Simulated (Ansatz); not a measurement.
# Formation energy and levels of the substitutional impurity Lu_Sn in SnO2 (P4_2/mnm), part 2 of 2

Aim: at which Fermi levels does Lu_Sn in SnO2 (P4_2/mnm) change its charge? The model is a cell of 72 host atoms with 1 Sn taken out and 1 Lu put in.

Ansatz; place-levels on r2SCAN runs: charge-transition levels and formation energies with image-charge correction and potential alignment at the atomic sites; PAW set soft_1.

So far: Starting point; Charge states; Levels against the band edges, r2SCAN.

## 3. Levels against the band edges, r2SCAN (continued)

Levels between the charges placed, in eV above the valence top:

```
        gap (eV)  (+1/0)  (0/−1)
r2SCAN      1.80    0.00    0.05
```

Corrections by state:

```
charge  moment (μB)  image terms and alignment (eV)  band filling (eV)                                  ε used  over the lowest of its charge, as the program ranks them, band filling apart (eV)
    +1          0.0                           0.121             -0.233  principal values (10.42, 13.48, 13.48)                                                                              0.000
     0          1.0                           0.000                  -                                       -                                                                              0.000
    −1          0.0                           0.058                  -  principal values (10.42, 13.48, 13.48)                                                                              0.000
    +1          2.0                           0.158                  -  principal values (10.42, 13.48, 13.48)                                                                              0.127
```

The charged structures listed were also run neutral, and place-levels reads from each pair, by the potential or the spins, how wide the charge is by which they differ; that can be the carrier of either run.

```
charge  rms radius (Å)  spread where it is widest against the cell (Å)  wide from (Å)  reading
    +1             7.0                                            4.64           1.66     wide
    −1             5.5                                            3.51           1.66     wide
```

The neutral runs of these pairs need not share the spin of the lowest neutral state, and very wide values only mean spread over the cell.

From the program's caveats on the states, each cut to its opening words:

- charge +1: it parts from the run at its places by a charge that spreads by about 4.6 Å along one vector (1.7 Å or more is wide), by its potential at epsilon [4.6, 4.6, [...]
- charge +1: a band-filling correction moves a carrier to the host's band edge, which changes its energy by -0.233 eV
- charge 0 (1 μB), +1 (2 μB): flagged: stability check not made
- charge −1: it parts from the run at its places by a charge that spreads by about 3.5 Å along one vector (1.7 Å or more is wide), by its potential at epsilon [4.6, 4.6, [...]
- charge +1 (2 μB): it parts from the run at its places by a charge that spreads by about 2.7 Å along one vector (1.7 Å or more is wide), by its potential at epsilon [4.6, 4.6, [...]
- charge +1 (2 μB): its moments are held at its close (magnetization.spin_locking), by a field of 0.040 eV a Bohr magneton, and its energy and levels are of the state that this [...]

The host's formation energy from the elements is -1.867 eV per atom; it sets how far the chemical potentials can move.

Limit set by the element alone; other compounds of these elements are not counted. Chemical potentials from the elements' reference states: O 0.00 eV, Sn -5.60 eV, Lu 0.00 eV. Formation energy by charge state (O-rich; gap 1.80 eV):

```
charge  at valence top (eV)  at conduction bottom (eV)  correction included (eV)
    +1                -8.03                      -6.23                     -0.11
     0                -8.03                      -8.03                      0.00
    −1                -7.98                      -9.78                      0.06
```

| Fermi level (eV) | lowest formation energy (eV) |
| --- | --- |
| 0.00 | -8.03 |
| 0.16 | -8.14 |
| 0.33 | -8.31 |
| 0.49 | -8.47 |
| 0.65 | -8.63 |
| 0.82 | -8.80 |
| 0.98 | -8.96 |
| 1.14 | -9.12 |
| 1.31 | -9.29 |
| 1.47 | -9.45 |
| 1.63 | -9.61 |
| 1.80 | -9.78 |

Limit set by the element alone; other compounds of these elements are not counted. Chemical potentials from the elements' reference states: Sn 0.00 eV, O -2.80 eV, Lu 0.00 eV. Formation energies (Sn-rich), with the Fermi level at the valence top and at the conduction bottom (gap 1.80 eV):

```
charge  at valence top (eV)  at conduction bottom (eV)  correction included (eV)
    +1                -2.43                      -0.63                     -0.11
     0                -2.43                      -2.43                      0.00
    −1                -2.38                      -4.17                      0.06
```

(Fermi level (eV), lowest formation energy (eV)): (0.00, -2.43), (0.16, -2.54), (0.33, -2.71), (0.49, -2.87), (0.65, -3.03), (0.82, -3.19), (0.98, -3.36), (1.14, -3.52), (1.31, -3.69), (1.47, -3.85), (1.63, -4.01), (1.80, -4.17)

## 4. Effect of the sampling

The relaxations' own energies give the levels at their sampling, for comparison.

Input file levels.relax_mesh.yaml:

```yaml
host:
  run: host.relax.run
states: [qm1.relax.run, q0_M1.relax.run, qp1.relax.run, qp1_M2.relax.run]
chemical_potentials:
  Sn:
    energy: -6038.703821
    dataset: <sha256 of the dataset>
  Lu:
    energy: -14744.268682
    dataset: "<sha256 of the dataset>"
```

Run with:

```bash
ansatz place-levels levels.relax_mesh.yaml -- --threads 4 --pin off --max-ram 15073MiB
```

The program printed:

```text
[...]
(0/-1) 0.041 eV above the valence edge, 1.754 eV under the conduction edge
formation energy of charge +1: -2.429 eV with the Fermi level at the valence edge
formation energy of charge 0: -2.429 eV with the Fermi level at the valence edge
formation energy of charge -1: -2.388 eV with the Fermi level at the valence edge
  edges by r2scan, gap 1.795 eV; the host is sampled to repeats of 13.46 Å
[... the lines on each state left out ...]
```

The job ended after 0.13 s (4 threads of Arm Neoverse V2, shared host).

Levels between neighbouring charges, in eV above the valence top:

```
                        gap (eV)  (+1/0)  (0/−1)
one point at (¼, ¼, ¼)      1.80    0.00    0.04
  a 2×2×2 shifted mesh      1.80    0.00    0.05
```

Going from one point at (¼, ¼, ¼) to a 2×2×2 shifted mesh moves the levels that carry no band-filling term by up to 0.01 eV and formation energies against the elements by up to 0.01 eV; band-filling terms, which differ between samplings, are in these energies.

## 5. Outcome

```json
{"gap of the host": "1.80 eV (r2SCAN)", "level (plus 1/0)": "0.00 eV above the valence top (-0.23 eV above the valence top without the band-filling term)", "level (0/minus 1)": "0.05 eV above the valence top", "lowest of the charges placed, just above the valence top (0.02 eV)": "0", "lowest of the charges placed, just below the conduction bottom (0.02 eV)": "−1", "lowest formation energy at mid-gap of the charges run, O-rich": "-8.88 eV", "lowest formation energy at mid-gap of the charges run, Sn-rich": "-3.28 eV"}
```

In words: Of the charges placed (−1, 0 and +1), the lowest changes at 0.05 eV (0/−1) above the valence top, in a gap of 1.80 eV. (0/−1) lies nearer to a band edge than the share of the finite-size correction in it (0.06 eV), and that correction holds for a localised charge alone. (0/−1) lies 0.05 eV from a band edge, less than the doubt on such levels. Charges below −1 were not placed, so these runs say nothing of levels that involve them. States placed: +1 at 0 μB and 2 μB; 0 at 1 μB; −1 at 0 μB. Other spin states or structures, where not listed, weren't placed. The program finds carriers beyond a band edge of the host and adds a band-filling term at charge +1 (-0.23 eV); steps to such a charge show no bound level, and a defect level inside a band would be read the same way. Lu is taken at its element; compounds, which aren't counted here, bound the chemical potentials and would shift these formation energies. The lowest formation energy (O-rich and Sn-rich) is negative across the gap, so the defect would form by itself: these chemical potentials lie beyond what competing compounds allow, or the host is unstable against it. Going from one point at (¼, ¼, ¼) to a 2×2×2 shifted mesh moves the levels that carry no band-filling term by up to 0.01 eV and formation energies against the elements by up to 0.01 eV; band-filling terms, which differ between samplings, are in these energies. What this leaves open: r2SCAN makes the gap too small and tends to spread out bound carriers; where a gas molecule sets a chemical potential or the host's formation energy, its binding is uncorrected; spin–orbit coupling, which can matter with heavy atoms, is left out.

Calculation against experiment:

```
                             quantity  measured           r2SCAN
band gap (least gap of the host) (eV)       3.6  1.80 (-1.80 eV)
```

Measured values from pmc:11656248 (2024).

How well it matches: The band gap is off by -1.80 eV. Local and semilocal functionals usually give gaps below the measured ones. Spin-orbit coupling, left out here, can change the gap with such heavy elements. Zero-point and thermal motion shift the measured gap.

[Logs are printed without paths, hosts, clocks, repeated set-up lines and the standing remarks that a program may print on its own settings, such as how far it seeks lower states.]

[Hosts, paths, dates, database ids (printed as entryN), source tags and the programs' standing remarks are cut or masked in the printed files.]

[Where a table of states has a column of steps, it counts the stored structures, which are thinned; the runs took as many ionic steps or more.]

[A defect's name tells the site on which it was built; relaxed atoms can leave that site.]

[For some hosts the program warned that the k-mesh of the response run may be too coarse for force constants and the static dielectric constant; such warnings are not shown here.]
